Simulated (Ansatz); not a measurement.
# Rb on V(100): change of the work function, part 2 of 3

How does one ordered layer of Rb (top site) change the work function of V(100), and what dipole does each adsorbate carry?

Ansatz 0.2.0; plane-wave DFT, PBE-D3(BJ), Ansatz PAW (the session's first sound run).

So far, work function, upper face (eV): step 2 (the clean slab) 3.71.

### Step 3. The covered slab

System of this step: RbV20 (Rb/V(100)). The cell holds 21 atoms: 20 V and 1 Rb. Cell: a = 6.040 Å, b = 6.040 Å, c = 27.620 Å, α = 90.0°, β = 90.0°, γ = 90.0°. Vacuum lies along c.

The clean slab as it ended is repeated in the plane and the adsorbate is set on one face; the cell's size fixes the coverage, and the k-mesh shrinks with it to keep the sampling density about even. Adsorbate and upper layers relax, since the dipole depends on the height.

The input, input.yaml:

```yaml
crystal:
  lattice:
    - [6.04, 0.0, 0.0]
    - [0.0, 6.04, 0.0]
    - [0.0, 0.0, 27.620325579]
  atoms:
    - { symbol: V, position: [0.0, 0.0, 0.3258469917] }
    - { symbol: V, position: [0.25, 0.25, 0.3805168759] }
    - { symbol: V, position: [0.0, 0.0, 0.4323935342] }
    - { symbol: V, position: [0.25, 0.25, 0.486789187] }
    - { symbol: V, position: [0.0, 0.0, 0.5323552591] }
    - { symbol: V, position: [0.0, 0.5, 0.3258469917] }
    - { symbol: V, position: [0.25, 0.75, 0.3805168759] }
    - { symbol: V, position: [0.0, 0.5, 0.4323935342] }
    - { symbol: V, position: [0.25, 0.75, 0.486789187] }
    - { symbol: V, position: [0.0, 0.5, 0.5323552591] }
    - { symbol: V, position: [0.5, 0.0, 0.3258469917] }
    - { symbol: V, position: [0.75, 0.25, 0.3805168759] }
    - { symbol: V, position: [0.5, 0.0, 0.4323935342] }
    - { symbol: V, position: [0.75, 0.25, 0.486789187] }
    - { symbol: V, position: [0.5, 0.0, 0.5323552591] }
    - { symbol: V, position: [0.5, 0.5, 0.3258469917] }
    - { symbol: V, position: [0.75, 0.75, 0.3805168759] }
    - { symbol: V, position: [0.5, 0.5, 0.4323935342] }
    - { symbol: V, position: [0.75, 0.75, 0.486789187] }
    - { symbol: V, position: [0.5, 0.5, 0.5323552591] }
    - { symbol: Rb, position: [0.0, 0.0, 0.6741530083] }
kpoints:
  mp_grid: { grid: [5, 5, 1] }
hamiltonian:
  xc: pbe
  dispersion: d3bj
scf:
  occupations: { method: fermi_dirac, width: 0.1 }
  convergence: { dr2_threshold: 1.0e-08 }
efield:
  axis: 3
  dipole_correction: true
  ramp_position: 0.97
  ramp_width: 0.06
relax:
  f_tol: 0.02
  max_steps: 60
  constraints: [{ sites: [0, 1, 5, 6, 10, 11, 15, 16] }]
output:
  bader: true
  dos: { projected: true, e_range: [-8, 4] }
  write_potential: true
  write_density: true
  volumetric_format: npy
  elf: true
```

On the command line:

```
> ansatz run input.yaml --threads 4 --pin off --max-ram 6144MiB --backend cpu --events-out ev --progress --plain --runs-dir out
```

Log:

```text
[...]
Crystal: 21 atoms, lattice volume = 1007.634 Å³
Basis set: ecut = 420 eV, 19697 PW (Γ), exchange–correlation on 90×90×384 points (8 copies of the dense FFT grid, shifted against one another)
Bands: 162, of which v1, the nominal top of the filled ones, is band 135 counted from 1 (134 counted from 0)
Symmetry: 8 space group operations
[...]
k-points: 6 of 25
[...]
SCF iter   1: F=—  HF=-61515.555517 eV  |F-HF|=—  |Δ(HF+E_count)|=         —  Δρ=1.89e-2  dr2=6.67e1  ethr=1.77e-3  p=0.640 e·Å  D=1.15e-1 V/Å  ΔV_dip=-3.17 eV  dr2_dipole=3.99e1  V_vac-E_F(+/−)=0.73/3.91 eV  ⟨swp⟩=12.2  Hψ=4597  notcnv=0
[...]
SCF iter  13: F=-61514.425515 eV  HF=-61514.425515 eV  |F-HF|=2.10e-9  |Δ(HF+E_count)|=   2.39e-9  Δρ=2.20e-7  dr2=1.73e-9  ethr=3.72e-12  p=0.399 e·Å  D=7.16e-2 V/Å  ΔV_dip=-1.98 eV  dr2_dipole=8.29e-10  V_vac-E_F(+/−)=1.85/3.83 eV  ⟨swp⟩=12.0  Hψ=6723  notcnv=0
SCF 1 converged in 13 iterations: F = -61514.425515 eV  dr2 = 1.73e-9
[...]
relax step   1: F+E_penalty+E_count = -61514.42551539 eV  Δ(F+E_penalty+E_count) = +0.000e0 eV  max|allowed force component| = 4.969e-1 eV/Å  Δτ_max = 0.0000 Å  (13 SCF iters, accepted)
[...]
SCF iter   9: F=-61514.483456 eV  HF=-61514.483456 eV  |F-HF|=2.98e-10  |Δ(HF+E_count)|=   5.45e-9  Δρ=3.04e-7  dr2=2.46e-9  ethr=3.72e-12  p=0.407 e·Å  D=7.30e-2 V/Å  ΔV_dip=-2.02 eV  dr2_dipole=7.42e-10  V_vac-E_F(+/−)=1.81/3.83 eV  ⟨swp⟩=12.3  Hψ=7119  notcnv=0
SCF 2 converged in 9 iterations: F = -61514.483456 eV  dr2 = 2.46e-9
[...]
relax step   2: F+E_penalty+E_count = -61514.48345598 eV  Δ(F+E_penalty+E_count) = -5.794e-2 eV  max|allowed force component| = 4.984e-1 eV/Å  Δτ_max = 0.1057 Å  (9 SCF iters, accepted)
SCF iter   1: F=—  HF=-61514.597949 eV  |F-HF|=—  |Δ(HF+E_count)|=         —  Δρ=3.96e-3  dr2=5.90e-1  ethr=4.55e-4  p=0.407 e·Å  D=7.30e-2 V/Å  ΔV_dip=-2.02 eV  dr2_dipole=1.57e-2  V_vac-E_F(+/−)=1.81/3.83 eV  ⟨swp⟩=4.0  Hψ=2163  notcnv=0
[...]
SCF iter  10: F=-61514.580480 eV  HF=-61514.580480 eV  |F-HF|=5.54e-9  |Δ(HF+E_count)|=   3.27e-9  Δρ=4.73e-7  dr2=5.33e-9  ethr=3.72e-12  p=0.420 e·Å  D=7.54e-2 V/Å  ΔV_dip=-2.08 eV  dr2_dipole=1.32e-9  V_vac-E_F(+/−)=1.75/3.83 eV  ⟨swp⟩=9.7  Hψ=7107  notcnv=0
SCF 3 converged in 10 iterations: F = -61514.580480 eV  dr2 = 5.33e-9
relax step   3: F+E_penalty+E_count = -61514.58047993 eV  Δ(F+E_penalty+E_count) = -9.702e-2 eV  max|allowed force component| = 4.199e-1 eV/Å  Δτ_max = 0.1954 Å  (10 SCF iters, accepted)
[...]
relax step   4: F+E_penalty+E_count = -61514.65014442 eV  Δ(F+E_penalty+E_count) = -6.966e-2 eV  max|allowed force component| = 2.948e-1 eV/Å  Δτ_max = 0.1904 Å  (10 SCF iters, accepted)
[...]
relax step   5: F+E_penalty+E_count = -61514.69417914 eV  Δ(F+E_penalty+E_count) = -4.403e-2 eV  max|allowed force component| = 1.208e-1 eV/Å  Δτ_max = 0.1963 Å  (10 SCF iters, accepted)
[...]
relax step   6: F+E_penalty+E_count = -61514.70363059 eV  Δ(F+E_penalty+E_count) = -9.451e-3 eV  max|allowed force component| = 4.086e-2 eV/Å  Δτ_max = 0.1651 Å  (10 SCF iters, accepted)
[...]
relax step   7: F+E_penalty+E_count = -61514.70405030 eV  Δ(F+E_penalty+E_count) = -4.197e-4 eV  max|allowed force component| = 5.527e-2 eV/Å  Δτ_max = 0.0383 Å  (9 SCF iters, accepted)
SCF iter   1: F=—  HF=-61514.704653 eV  |F-HF|=—  |Δ(HF+E_count)|=         —  Δρ=5.61e-4  dr2=1.77e-2  ethr=1.05e-5  p=0.422 e·Å  D=7.59e-2 V/Å  ΔV_dip=-2.10 eV  dr2_dipole=2.68e-3  V_vac-E_F(+/−)=1.73/3.83 eV  ⟨swp⟩=2.0  Hψ=1515  notcnv=0
[...]
SCF iter   7: F=-61514.704401 eV  HF=-61514.704401 eV  |F-HF|=4.90e-9  |Δ(HF+E_count)|=   2.54e-7  Δρ=6.57e-7  dr2=9.16e-9  ethr=3.72e-12  p=0.422 e·Å  D=7.58e-2 V/Å  ΔV_dip=-2.09 eV  dr2_dipole=5.50e-10  V_vac-E_F(+/−)=1.73/3.83 eV  ⟨swp⟩=12.3  Hψ=7480  notcnv=0
SCF 8 converged in 7 iterations: F = -61514.704401 eV  dr2 = 9.16e-9
relax step   8: F+E_penalty+E_count = -61514.70440063 eV  Δ(F+E_penalty+E_count) = -3.503e-4 eV  max|allowed force component| = 1.947e-3 eV/Å  Δτ_max = 0.0056 Å  (7 SCF iters, accepted)
NSCF: frozen V_eff on 6 k-points
[...]
SCF converged after 7 iterations
Free energy (F): -61514.704401 eV
[...]
Internal energy: -61513.808127 eV  (E = F + TS)
E sigma→0 (E₀):  -61514.256264 eV
Entropy (-TS):   -0.896274 eV (-42.680 meV/atom)
Fermi energy:    2.930907 eV
Dipole field:    D = 0.075823 V/Å  (p = 0.422224 e·Å, saw-weighted, corrected)
Work function:   Φ+ = 1.7346 eV   Φ− = 3.8288 eV
[...]
--- Forces (eV/Å), atoms counted from 1 ---
  atom   1  V     -0.00000000     0.00000000     1.32428467
  atom   2  V      0.01844169     0.01844169    -1.34113679
  atom   3  V      0.00000000     0.00000000     0.00178176
  atom   4  V     -0.00052560    -0.00052560     0.00095232
  atom   5  V     -0.00000000     0.00000000     0.00194748
  atom   6  V     -0.00000000     0.00000000     1.34034980
  atom   7  V      0.01844169    -0.01844169    -1.34113679
  atom   8  V      0.00000000     0.00000000     0.00173538
  atom   9  V     -0.00052560     0.00052560     0.00095232
  atom  10  V     -0.00000000     0.00000000    -0.00054355
  atom  11  V     -0.00000000     0.00000000     1.34034980
  atom  12  V     -0.01844169     0.01844169    -1.34113679
  atom  13  V      0.00000000     0.00000000     0.00173538
  atom  14  V      0.00052560    -0.00052560     0.00095232
  atom  15  V      0.00000000     0.00000000    -0.00054355
  atom  16  V     -0.00000000     0.00000000     1.34937570
  atom  17  V     -0.01844169    -0.01844169    -1.34113679
  atom  18  V      0.00000000     0.00000000     0.00185753
  atom  19  V      0.00052560     0.00052560     0.00095232
  atom  20  V     -0.00000000     0.00000000    -0.00037351
  atom  21  Rb     0.00000000     0.00000000    -0.00108807
  max |Σ_I F_I| component: 1.31e-4 eV/Å
--- Band table (eV; the first three rows and the last of 6) ---
  k-point 0: bands = [... 131 lower, 2.6755, 2.9436, 3.0383, 3.1758, 3.1758, 3.3218, 3.3218, 3.3504, ... 23 higher]
  k-point 1: bands = [... 131 lower, 2.8016, 2.8676, 2.9388, 2.9547, 3.1251, 3.2498, 3.2994, 3.3476, ... 23 higher]
  k-point 2: bands = [... 131 lower, 2.7834, 2.8053, 2.8887, 2.9887, 2.9914, 3.0235, 3.1752, 3.2061, ... 23 higher]
  k-point 5: bands = [... 131 lower, 2.4330, 2.4474, 2.4765, 2.4843, 2.8806, 3.1715, 3.1758, 3.1859, ... 23 higher]
--- Relaxed structure (8 steps of the walk, 8 accepted, 0 SCFs on fresh bases) ---
  F+E_penalty+E_count = -61514.70440063 eV   max|allowed force component| = 1.947e-3 eV/Å
  atoms:
    - { symbol: V, position: [0.0, 0.0, 0.325847] }
    - { symbol: V, position: [0.250000, 0.250000, 0.380517] }
    - { symbol: V, position: [0, 0.0, 0.431647] }
    - { symbol: V, position: [0.252212, 0.252212, 0.486725] }
    - { symbol: V, position: [0, 0.0, 0.527727] }
    - { symbol: V, position: [0.0, 0.500000, 0.325847] }
    - { symbol: V, position: [0.250000, 0.75, 0.380517] }
    - { symbol: V, position: [0, 0.500000, 0.432294] }
    - { symbol: V, position: [0.252212, 0.747788, 0.486725] }
    - { symbol: V, position: [0, 0.500000, 0.533157] }
    - { symbol: V, position: [0.500000, 0.0, 0.325847] }
    - { symbol: V, position: [0.75, 0.250000, 0.380517] }
    - { symbol: V, position: [0.500000, 0.0, 0.432294] }
    - { symbol: V, position: [0.747788, 0.252212, 0.486725] }
    - { symbol: V, position: [0.500000, 0.0, 0.533157] }
    - { symbol: V, position: [0.500000, 0.500000, 0.325847] }
    - { symbol: V, position: [0.75, 0.75, 0.380517] }
    - { symbol: V, position: [0.500000, 0.500000, 0.432770] }
    - { symbol: V, position: [0.747788, 0.747788, 0.486725] }
    - { symbol: V, position: [0.500000, 0.500000, 0.534825] }
    - { symbol: Rb, position: [0, 0.0, 0.644456] }
--- Bader charges: 21 sites ---
  site symbol  charge [e]  shift [e]
     0      V     -0.0863     0.0002
     1      V      0.0079     0.0006
     2      V      0.1628     0.0019
     3      V      0.0098     0.0010
     4      V     -0.2761     0.0007
     5      V     -0.0827     0.0002
     6      V      0.0079     0.0006
     7      V      0.1529     0.0014
     8      V      0.0098     0.0010
     9      V     -0.2254     0.0001
    10      V     -0.0827     0.0002
    11      V      0.0079     0.0006
    12      V      0.1529     0.0014
    13      V      0.0098     0.0010
    14      V     -0.2254     0.0001
    15      V     -0.0820     0.0003
    16      V      0.0079     0.0006
    17      V      0.1420     0.0014
    18      V      0.0098     0.0010
    19      V     -0.1709     0.0001
    20     Rb      0.5500     0.0000
  estimated error of the sums over rays = 8.7e-4 e
```

Run time: 15 min. Hardware: 4 threads of Arm Neoverse N1, shared host; peak memory 3.5 GiB.

Step by step:

```csv
step,energy less that of the first step (eV),largest force component (eV/Å)
1,0.0000,0.4969
2,-0.0579,0.4984
3,-0.1550,0.4199
4,-0.2246,0.2948
5,-0.2687,0.1208
6,-0.2781,0.0409
7,-0.2785,0.0553
8,-0.2789,0.0019
```

Forces are held to the 8 operations that the program found; a distortion that breaks them can't arise in this run.

The atoms that moved most (Å):

| atom | dx | dy | dz | length |
| --- | --- | --- | --- | --- |
| Rb21 | 0.000 | 0.000 | -0.820 | 0.820 |
| V5 | 0.000 | 0.000 | -0.128 | 0.128 |
| V20 | 0.000 | 0.000 | 0.068 | 0.068 |
| V10 | 0.000 | 0.000 | 0.022 | 0.022 |
| V15 | 0.000 | 0.000 | 0.022 | 0.022 |
| V3 | 0.000 | 0.000 | -0.021 | 0.021 |
| V19 | -0.013 | -0.013 | -0.002 | 0.019 |
| V9 | 0.013 | -0.013 | -0.002 | 0.019 |

Read from the output:

```
energy at zero smearing        : -61514.2563 eV
work function, upper face      : 1.735 eV
dipole along the normal        : 0.4222 e·Å
step between the vacuum levels : -2.094 eV
```

Running mean over 1.51 Å of the planar mean; the ramp of the sawtooth is left out. Electron's electrostatic potential energy less the Fermi level against z:

| z (Å) | electron's electrostatic potential energy less the Fermi level (eV) |
| --- | --- |
| 4 | 3.83 |
| 5 | 3.82 |
| 6 | 3.74 |
| 7 | 3.13 |
| 8 | -1.27 |
| 9 | -7.40 |
| 10 | -7.85 |
| 11 | -8.37 |
| 12 | -8.12 |
| 13 | -8.08 |
| 14 | -9.61 |
| 15 | -6.40 |
| 16 | 0.588 |
| 17 | 0.187 |
| 18 | -2.22 |
| 19 | 0.615 |
| 20 | 1.52 |
| 21 | 1.68 |
| 22 | 1.72 |
| 23 | 1.73 |
| 24 | 1.73 |

The density of states has structure finer than the step of the table below, so its rows give means over 0.25 eV. Peaks (eV: height): -1.770: 69.2, -1.200: 59.1, -1.080: 64.9, -0.960: 75.8, -0.450: 103, 0.240: 59.4, 0.420: 55.2.

Density of states against energy, zero at the Fermi level; means over each step:

energy (eV), density of states (states/eV a cell) and a bar:
```
    -6.50          0 
    -6.25          0 
    -6.00          1 #
    -5.75          1 #
    -5.50          2 #
    -5.25          2 #
    -5.00          1 #
    -4.75          1 #
    -4.50          5 ####
    -4.25          2 #
    -4.00          5 ###
    -3.75          2 ##
    -3.50          9 ######
    -3.25          6 ####
    -3.00         18 ############
    -2.75         23 ###############
    -2.50         22 ##############
    -2.25         33 #####################
    -2.00         20 #############
    -1.75         29 ###################
    -1.50         26 #################
    -1.25         29 ###################
    -1.00         46 ##############################
    -0.75         40 ##########################
    -0.50         42 ###########################
    -0.25         30 ###################
     0.00         21 ##############
     0.25         37 ########################
     0.50         41 ###########################
     0.75         27 #################
     1.00         26 #################
```

Projected DOS per atom over height of the atomic layer and energy from the Fermi level. Layers: V4 V4 V4 V4 V4 Rb from below.

Ten even steps from '0' (0.00 states/eV) to '9' (2.88 states/eV), each cell a mean:
```
723261
823292
932361
633341
755473
766770
443450
343430
454440
235430
112110
011100
000000
000000
000000
000000
000000
000000
000000
000000
000000
000000
```
Columns: height of the atomic layer (Å) from 9 to 17.8 (not evenly spaced); rows upwards: energy from the Fermi level (eV) from -7.96 to 1.25.

Valence density in the ca plane at fractional y = 0.000, with atoms of V and Rb within 0.2 Å of it. It is the smooth field of the valence electrons, not physical close to the nuclei.

Values in units of 1e0 e/Å³, 9 rows by 16 columns, each cell a mean:
```
3.9 3.1 0.3 4.5 2.4 0.8 5.8 0.5 0.3 1.7 0.9 0.0 0.0 0.0 0.0 0.0
0.3 0.3 0.2 0.4 0.3 0.3 0.4 0.1 0.1 0.4 0.2 0.0 0.0 0.0 0.0 0.0
0.2 0.3 0.2 0.3 0.3 0.3 0.3 0.1 0.0 0.0 0.0 0.0 0.0 0.0 0.0 0.0
2.5 2.0 0.3 2.9 1.7 0.4 3.6 0.7 0.0 0.0 0.0 0.0 0.0 0.0 0.0 0.0
6.8 5.2 0.3 7.6 4.2 0.6 9.8 1.8 0.0 0.0 0.0 0.0 0.0 0.0 0.0 0.0
1.1 1.0 0.3 1.3 0.8 0.3 1.6 0.3 0.0 0.0 0.0 0.0 0.0 0.0 0.0 0.0
0.1 0.2 0.2 0.3 0.2 0.3 0.2 0.1 0.0 0.1 0.0 0.0 0.0 0.0 0.0 0.0
0.6 0.6 0.3 0.7 0.5 0.3 0.9 0.2 0.1 0.8 0.3 0.0 0.0 0.0 0.0 0.0
5.9 4.6 0.3 6.8 3.5 1.0 8.8 0.8 0.4 1.7 1.1 0.0 0.0 0.0 0.0 0.0
```
Columns run along c (16.0 Å, from fractional 0.30 to 0.88 of the cell), rows up along a (6.0 Å). Atoms in or near the plane, at fractional coordinates: V at (0.33, 0.00), V at (0.43, 0.00), V at (0.53, 0.00), V at (0.33, 0.50), V at (0.43, 0.50), V at (0.53, 0.50), Rb at (0.64, 0.00).

Electrostatic potential energy in the ca plane at fractional y = 0.000, with atoms of V and Rb within 0.2 Å of it. With pseudopotentials it is smooth inside the atoms' cores, unlike the true potential.

Values in eV, 9 rows by 16 columns, each cell a mean:
```
-22 -19   1 -23 -16  -6 -25  -7  -4 -28 -15   3   5   5   5   5
 -2   0   4  -2   1   3  -3   3   3  -6  -1   4   5   5   5   5
  1   2   4   1   3   4   1   3   5   4   4   5   5   5   5   5
-19 -16   2 -20 -13  -1 -23  -8   5   5   5   5   5   5   5   5
-24 -21   0 -23 -19  -5 -24 -15   5   5   5   5   5   5   5   5
-13 -10   3 -13  -8   1 -16  -4   5   5   5   5   5   5   5   5
  2   3   4   3   4   4   3   4   5   3   3   4   5   5   5   5
 -8  -5   3  -8  -4   1 -11   1   1 -14  -4   3   5   5   5   5
-24 -21   0 -24 -18  -9 -25  -9  -5 -30 -17   3   5   5   5   5
```
Columns run along c (16.0 Å, from fractional 0.30 to 0.88 of the cell; values clipped at the 3rd and 97th percentile), rows up along a (6.0 Å). Atoms in or near the plane, at fractional coordinates: V at (0.33, 0.00), V at (0.43, 0.00), V at (0.53, 0.00), V at (0.33, 0.50), V at (0.43, 0.50), V at (0.53, 0.50), Rb at (0.64, 0.00).

ELF in the ca plane at fractional y = 0.000, with atoms of V and Rb within 0.2 Å of it. It is the smooth field of the valence electrons, not physical close to the nuclei.

Values, 9 rows by 16 columns, each cell a mean:
```
0.51 0.44 0.35 0.52 0.39 0.35 0.61 0.20 0.40 0.68 0.77 0.15 0.10 0.16 0.03 0.00
0.18 0.37 0.48 0.29 0.32 0.46 0.27 0.20 0.16 0.64 0.47 0.06 0.11 0.11 0.02 0.00
0.21 0.43 0.47 0.36 0.36 0.50 0.35 0.21 0.14 0.07 0.05 0.05 0.11 0.06 0.01 0.00
0.41 0.38 0.39 0.42 0.34 0.37 0.49 0.21 0.19 0.12 0.08 0.11 0.09 0.03 0.01 0.00
0.62 0.53 0.29 0.61 0.47 0.32 0.71 0.36 0.19 0.23 0.18 0.15 0.08 0.02 0.00 0.00
0.28 0.32 0.44 0.31 0.29 0.42 0.35 0.15 0.18 0.08 0.05 0.09 0.09 0.03 0.01 0.00
0.25 0.50 0.47 0.43 0.41 0.51 0.42 0.26 0.12 0.16 0.12 0.04 0.11 0.07 0.01 0.00
0.21 0.32 0.46 0.27 0.28 0.42 0.27 0.15 0.23 0.78 0.62 0.08 0.11 0.13 0.03 0.00
0.59 0.50 0.30 0.60 0.44 0.35 0.70 0.25 0.44 0.52 0.76 0.17 0.10 0.16 0.04 0.00
```
Columns run along c (16.0 Å, from fractional 0.30 to 0.88 of the cell), rows up along a (6.0 Å). Atoms in or near the plane, at fractional coordinates: V at (0.33, 0.00), V at (0.43, 0.00), V at (0.53, 0.00), V at (0.33, 0.50), V at (0.43, 0.50), V at (0.53, 0.50), Rb at (0.64, 0.00).

The relaxation took 8 steps and lowered the energy by 0.28 eV; the largest force on the free atoms ends at 0.0019 eV/Å.

By hand: a sheet of dipoles makes a step −p/(ε₀A) in the electron's potential. With e/ε₀ = 180.95 V·Å, p = 0.4222 e·Å and A = 36.48 Å², that is −180.95 × (0.4222) / 36.48 = -2.094 eV, and the two vacuum levels of the run differ by -2.094 eV.

The covered face has 1.73 eV, -1.98 eV against the clean one; the bare back face has moved by +0.00 eV, a measure of how thin the slab is.

### Step 4. Work function against coverage

This step: plane-wave DFT, PBE-D3(BJ), Ansatz PAW; work function against coverage (Ansatz 0.2.0).

The runs are now put side by side.

This step gave:

```yaml
work_function_of_the_clean_face: 3.712 eV
largest_change_of_the_work_function: -1.978 eV
```

The work function of the covered face by coverage:

```csv
coverage (adsorbates/nm²),work function of the covered face (eV)
0.00,3.71
2.74,1.73
```

The dipole per adsorbate comes from the change of the cell's dipole. Coverage, by row:

```
coverage (1/nm²)  coverage (ML)  work function (eV)  change (eV)  dipole per adsorbate, positive end outwards (debye)  mean height of the added atoms over the highest substrate atom (Å)
           2.741           0.25               1.735       -1.978                                                1.916                                                               3.028
```

(Continued in part 3 of 3.)

[Long decimals in the printed logs are rounded to 6 places.]

[Logs are printed without paths, hosts, clocks, repeated set-up lines and the standing remarks that a program may print on its own settings, such as how far it seeks lower states.]

[Hosts, paths, dates, database ids (printed as entryN), source tags and the programs' standing remarks are cut or masked in the printed files.]

[Maps of the electrostatic potential energy from Ansatz leave out the sawtooth potential of an applied field or a dipole correction, so their vacuum need not be flat; planar profiles and work functions include it.]

[The density of states shown here was stored with 400 of the rows of the run's finer table, so its peaks can read low, often by over a quarter, or be missed, and its means over a window can be off by a tenth or more.]
